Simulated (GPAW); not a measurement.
Two runs for the Cu K edge of atom 5 in CuSe2 (Pnnm). Run A: GPAW, LDA, excited-electron core hole (neutral cell), 12-atom cell with 6.3 Å between holes, 3×3×3 k points, dipole transitions, Gaussian full width 1.55 eV up to 4 eV, rising linearly to 3.5 eV at 25 eV. Run B has a fault in its input.

Energy from the lowest empty level; intensity scaled to a mean of 1 over the first 20 eV:

```tsv
E (eV)	A	B
-2.0	0.00	0.00
-1.5	0.00	0.00
-1.0	0.01	0.01
-0.5	0.02	0.02
0.0	0.05	0.06
0.5	0.08	0.12
1.0	0.12	0.14
1.5	0.15	0.12
2.0	0.14	0.09
2.5	0.10	0.13
3.0	0.11	0.25
3.5	0.20	0.48
4.0	0.39	0.86
4.5	0.73	1.40
5.0	1.22	1.91
5.5	1.78	2.19
6.0	2.19	2.15
6.5	2.26	1.89
7.0	2.06	1.59
7.5	1.76	1.35
8.0	1.48	1.18
8.5	1.29	1.09
9.0	1.16	1.07
9.5	1.11	1.10
10.0	1.12	1.17
10.5	1.17	1.24
11.0	1.24	1.27
11.5	1.29	1.25
12.0	1.29	1.20
12.5	1.25	1.13
13.0	1.19	1.06
13.5	1.12	0.98
14.0	1.04	0.92
14.5	0.97	0.88
15.0	0.92	0.86
15.5	0.89	0.88
16.0	0.90	0.91
16.5	0.92	0.93
17.0	0.95	0.94
17.5	0.96	0.93
18.0	0.96	0.91
18.5	0.95	0.90
19.0	0.93	0.89
19.5	0.92	0.89
20.0	0.92	0.91
20.5	0.93	0.93
21.0	0.95	0.95
21.5	0.97	0.97
22.0	0.99	0.97
22.5	1.00	0.97
23.0	1.00	0.97
23.5	0.99	0.97
24.0	0.99	0.97
24.5	0.99	0.98
25.0	1.00	0.99
25.5	1.01	1.00
26.0	1.02	1.00
26.5	1.03	0.99
27.0	1.03	0.98
27.5	1.02	0.96
28.0	1.00	0.94
28.5	0.98	0.92
29.0	0.95	0.90
29.5	0.93	0.88
30.0	0.91	0.87
30.5	0.89	0.87
31.0	0.89	0.87
31.5	0.89	0.88
```

Question: What went wrong in run B?

The field is made at the zone centre alone. Against the first run the r.m.s. difference is 18 %. A shift of -0.6 eV leaves 4 %. The highest intensity below 24 eV goes from 6.4 eV (2.28) to 5.6 eV (2.21). Other settings could leave a like mark; this is the one that was changed.

[Banner, clock and machine lines of the logs are left out without a mark of their own.]

[Logs are printed without paths, hosts, clocks, repeated set-up lines and the standing remarks that a program may print on its own settings, such as how far it seeks lower states.]

[Hosts, paths, dates, database ids (printed as entryN), source tags and the programs' standing remarks are cut or masked in the printed files.]

[Lists of maxima count a maximum above −3 eV only where it reaches 4 % of the highest in the window and stands out from its surroundings by 2 % of it (1.5 % where it reaches 55 %); shoulders and weaker maxima are passed over, and of the rest the first, up to two pre-edge ones and the few strongest are named.]
